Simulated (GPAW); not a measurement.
# A 7-layer slab of Ir(111) in an electric field, part 2 of 2

Aim: the dipole that a field along the normal induces in a 7-layer slab of Ir(111).

GPAW 26.7.0; GPAW, PAW setups; slab in vacuum, relaxation (the session's first sound run).

So far. Step 4 (In a field): The dipole is now -0.117 e Å, against 4.8e-4 in the run without a field. Step 5 (Field on): The dipole is now -0.0586 e Å, against 4.8e-4 in the run without a field.

### Step 8. In a field

run.py

```python
import json
import numpy as np
from ase import Atoms
from gpaw import GPAW, PW
from gpaw.external import ConstantElectricField

slab = Atoms(
    ['Ir', 'Ir', 'Ir', 'Ir', 'Ir', 'Ir', 'Ir'],
    positions=[
        [0.00000, 0.00000, 9.00000],
        [1.35765, 0.78384, 11.21703],
        [2.71529, 1.56767, 13.43405],
        [0.00000, -0.00000, 15.68555],
        [1.35765, 0.78384, 17.93357],
        [2.71529, 1.56767, 20.16451],
        [-0.00000, -0.00000, 22.35900]],
    cell=[[2.71529, 0.0, 0.0], [1.35765, 2.35151, 0.0], [0.0, 0.0, 31.30215]],
    pbc=[True, True, False])

slab.calc = GPAW(mode=PW(400), xc='PBE', kpts={'size': (13, 13, 1), 'gamma': True},
                 occupations={'name': 'fermi-dirac', 'width': 0.1}, nbands='160%',
                 convergence={'density': 1e-05}, maxiter=200,
                 poissonsolver={'dipolelayer': 'xy'},
                 external=ConstantElectricField(0.1, [0, 0, 1]),
                 symmetry={'tolerance': 1e-3}, txt='slab.txt')
result = {}
energy = slab.get_potential_energy()
fermi = slab.calc.get_fermi_level()
v = slab.calc.get_electrostatic_potential().mean((0, 1)) - fermi
n = slab.calc.get_pseudo_density().mean((0, 1))
L = slab.cell[2, 2]
z = np.arange(len(v)) * L / len(v)
low, high = slab.positions[:, 2].min(), slab.positions[:, 2].max()
below, above = np.interp([low - 6.8, high + 6.8], z, v)
slopes = [np.interp(x, z, np.gradient(v, z)) for x in (low - 6.8, high + 6.8)]
eps = np.array([[slab.calc.get_eigenvalues(k, s) for k in range(len(slab.calc.get_ibz_k_points()))]
                for s in range(slab.calc.get_number_of_spins())]) - fermi
top, bottom = eps[eps < 0].max(), eps[eps > 0].min()
dipole = slab.get_dipole_moment()[2]
print(f'energy {energy:.4f} eV, Fermi level {fermi:.4f} eV, dipole {dipole:.5f} e A')
print(f'potential 6.8 A off the faces, from the Fermi level: lower {below:.4f} eV, upper {above:.4f} eV')
print(f'slope of the potential there: lower {slopes[0]:.5f}, upper {slopes[1]:.5f} eV/A')
print(f'nearest levels on the mesh: {top:.4f} and {bottom:.4f} eV')
print('magnetic moment', round(slab.get_magnetic_moment(), 3))
result.update(energy=energy, fermi=fermi, dipole=dipole, below=below, above=above, slopes=slopes, edges=[top, bottom],
              z=z.tolist(), v=v.tolist(), n=n.tolist(), positions=slab.positions.tolist(),
              forces=slab.get_forces(apply_constraint=False).tolist(), moments=slab.get_magnetic_moments().tolist())
json.dump(result, open('result.json', 'w'))
```

On the command line:

```
$ OMP_NUM_THREADS=1 OPENBLAS_NUM_THREADS=1 python run.py
```

The log of the run:

```text
energy -63.6285 eV, Fermi level 4.6047 eV, dipole 0.05902 e A
potential 6.8 A off the faces, from the Fermi level: lower 6.3218 eV, upper 4.6493 eV
slope of the potential there: lower -0.00017, upper 0.00009 eV/A
nearest levels on the mesh: -0.0070 and 0.0043 eV
magnetic moment 0.0
```

Wall time 19 min (1 thread of Intel Xeon 6975P-C (Granite Rapids), shared host); peak memory 0.73 GiB.

The electrostatic potential energy of an electron (without an applied field's), less the Fermi level, planar mean oscillates, so the rows of the table below give means over windows of 2.24 Å about each position, cut where the curve ends. Its maxima inside the range that stand out by 2 % of the span (Å: eV): 0.5: 6.32, 10.1: -1.21, 12.4: -1.71, 14.6: -1.56, 16.8: -1.80, 19.1: -2.22, 21.3: -2.60. Its minima: 9.0: -30.0, 11.2: -30.9, 13.4: -31.2, 15.7: -31.3, 17.9: -31.4, 20.1: -31.7, 22.4: -31.6.

The electrostatic potential energy of an electron (without an applied field's), less the Fermi level, planar mean by z; means over each step:

```tsv
z (Å)	electrostatic potential energy of an electron (without an applied field's), less the Fermi level, planar mean (eV)
1.12	6.25
3.36	6.32
5.60	6.29
7.84	-3.20
10.08	-14.3
12.32	-14.8
14.56	-14.4
16.80	-14.7
19.04	-15.2
21.28	-15.8
23.52	-4.74
25.76	4.62
28.00	4.65
30.24	4.69
```

The dipole is now 0.0590 e Å, against 4.8e-4 in the run without a field.

### Step 9. In a field

run.py: that of step 8 with these lines changed.

```diff
@@ -23,3 +23,3 @@
                  poissonsolver={'dipolelayer': 'xy'},
-                 external=ConstantElectricField(0.1, [0, 0, 1]),
+                 external=ConstantElectricField(0.2, [0, 0, 1]),
                  symmetry={'tolerance': 1e-3}, txt='slab.txt')
```

The log of the run:

```text
energy -63.6373 eV, Fermi level 4.6052 eV, dipole 0.11785 e A
potential 6.8 A off the faces, from the Fermi level: lower 7.1544 eV, upper 3.8148 eV
slope of the potential there: lower -0.00017, upper 0.00011 eV/A
nearest levels on the mesh: -0.0070 and 0.0043 eV
magnetic moment 0.0
```

The job ended after 16 min (1 thread; peak memory 0.72 GiB).

The electrostatic potential energy of an electron (without an applied field's), less the Fermi level, planar mean oscillates, so the rows of the table below give means over windows of 2.24 Å about each position, cut where the curve ends. Its maxima inside the range that stand out by 2 % of the span (Å: eV): 1.4: 7.15, 10.1: -0.657, 12.4: -1.38, 14.6: -1.46, 16.8: -1.92, 19.1: -2.56, 21.3: -3.16. Its minima: 9.0: -29.4, 11.2: -30.4, 13.4: -30.9, 15.7: -31.3, 17.9: -31.6, 20.1: -32.2, 22.4: -32.2.

Electrostatic potential energy of an electron (without an applied field's), less the Fermi level, planar mean against z; means over each step:

z (Å), electrostatic potential energy of an electron (without an applied field's), less the Fermi level, planar mean (eV) and a bar from the least value:
```
     1.12        7.0 ##############################
     3.36        7.2 ##############################
     5.60        7.1 ##############################
     7.84       -2.4 ##################
    10.08      -13.7 ###
    12.32      -14.4 ##
    14.56      -14.3 ###
    16.80      -14.8 ##
    19.04      -15.6 #
    21.28      -16.3 
    23.52       -5.5 ##############
    25.76        3.8 ##########################
    28.00        3.8 ##########################
    30.24        3.9 ##########################
```

The dipole is now 0.118 e Å, against 4.8e-4 in the run without a field.

### Step 10. Field on

run.py: that of step 9 with these lines changed.

```diff
@@ -23,3 +23,3 @@
                  poissonsolver={'dipolelayer': 'xy'},
-                 external=ConstantElectricField(0.2, [0, 0, 1]),
+                 external=ConstantElectricField(0.3, [0, 0, 1]),
                  symmetry={'tolerance': 1e-3}, txt='slab.txt')
```

The log of the run:

```text
energy -63.6520 eV, Fermi level 4.6050 eV, dipole 0.17669 e A
potential 6.8 A off the faces, from the Fermi level: lower 7.9890 eV, upper 2.9817 eV
slope of the potential there: lower -0.00018, upper 0.00012 eV/A
nearest levels on the mesh: -0.0070 and 0.0043 eV
magnetic moment 0.0
```

Run time: 14 min. Hardware: 1 thread; peak memory 0.73 GiB.

The electrostatic potential energy of an electron (without an applied field's), less the Fermi level, planar mean oscillates, so the rows of the table below give means over windows of 2.24 Å about each position, cut where the curve ends. Its maxima inside the range that stand out by 2 % of the span (Å: eV): 1.4: 7.99, 10.1: -0.104, 12.4: -1.05, 14.6: -1.35, 16.8: -2.04, 19.1: -2.90, 21.3: -3.73. Its minima: 9.0: -28.7, 11.2: -30.0, 13.4: -30.7, 15.7: -31.3, 17.9: -31.9, 20.1: -32.6, 22.4: -32.9.

The electrostatic potential energy of an electron (without an applied field's), less the Fermi level, planar mean by z; means over each step:

```tsv
z (Å)	electrostatic potential energy of an electron (without an applied field's), less the Fermi level, planar mean (eV)
1.12	7.78
3.36	7.99
5.60	7.96
7.84	-1.67
10.08	-13.2
12.32	-14.1
14.56	-14.2
16.80	-14.9
19.04	-15.9
21.28	-16.9
23.52	-6.28
25.76	2.96
28.00	2.98
30.24	3.10
```

The dipole is now 0.177 e Å, against 4.8e-4 in the run without a field.

### Step 11. The series

The members are put on one axis.

This step: induced dipole against applied field (GPAW 26.7.0).

Table of dipole along the normal by field:

```tsv
field (V/Å)	dipole along the normal (e·Å)
-0.200	-0.117
-0.100	-0.0586
-0.050	-0.0292
0.000	4.8e-4
0.050	0.0296
0.100	0.0590
0.200	0.118
0.300	0.177
```

### Step 12. Outcome

```
work function, both faces                      : 5.49 eV
dipole along the normal                        : 4.8e-4 e Å, near the numerical noise
induced dipole per field                       : 0.588 e Å per V/Å
out-of-plane polarisability per area, α/(ε0 A) : 16.7 Å
```

**Reading.** The field induces 0.588 e Å per V/Å, a polarisable thickness α/(ε0 A) of 16.7 Å beside 13.4 Å between the outermost nuclei. A perfect conductor would give the distance between its two image planes; a dielectric of thickness t gives t(1 - 1/ε). The measured value for this face is 5.78 eV (as compiled in "Anisotropic work function of elemental crystals", 2019, arxiv:1902.07811); the relaxed upper face lies 0.29 eV under it with PBE. Measured work functions scatter by a tenth of an eV or more between methods. The induced dipole is linear in the field over this range. The small printed dipole stands for a step of -13 meV from the lower to the upper face, and the probes find -4.9 meV; values this small are near the numerical noise of both. The in-plane lattice was kept as typed, which isn't the functional's own and leaves some strain; spin-orbit coupling and temperature are left out.

[Logs are printed without paths, hosts, clocks, repeated set-up lines and the standing remarks that a program may print on its own settings, such as how far it seeks lower states.]

[Hosts, paths, dates, database ids (printed as entryN), source tags and the programs' standing remarks are cut or masked in the printed files.]
